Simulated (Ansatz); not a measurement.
# Which magnetic ion is it?

A crystal has the composition MF3, where M is a 3d element. A calculation (PBE+U, spin-orbit coupling in second variation, Ansatz) gives:

```
S                                : 1
g, averaged over the cell's ions : ⊥ 1.9159, ∥ 1.9637
moment in its sphere             : 1.51 μB
```

Q: Name the magnetic ion and its oxidation state.

The crystal is VF3, space group R-3c. The spin sits on V, with 6 F at 1.94 Å round it. With the usual charges of the other elements M must be +3. High-spin ions of that charge with S = 1 are d2 and d8, V and Cu; the sign of the g shift picks V³⁺ d². Low-spin ions are left aside. The shift is negative: in a shell less than half full the orbital moment opposes the spin. This ion's orbital ground state is degenerate or nearly so in a regular site, where one determinant with spin-orbit coupling in second variation is unsure and g hangs on the level.

[Logs are printed without paths, hosts, clocks, repeated set-up lines and the standing remarks that a program may print on its own settings, such as how far it seeks lower states.]

[Hosts, paths, dates, database ids (printed as entryN), source tags and the programs' standing remarks are cut or masked in the printed files.]
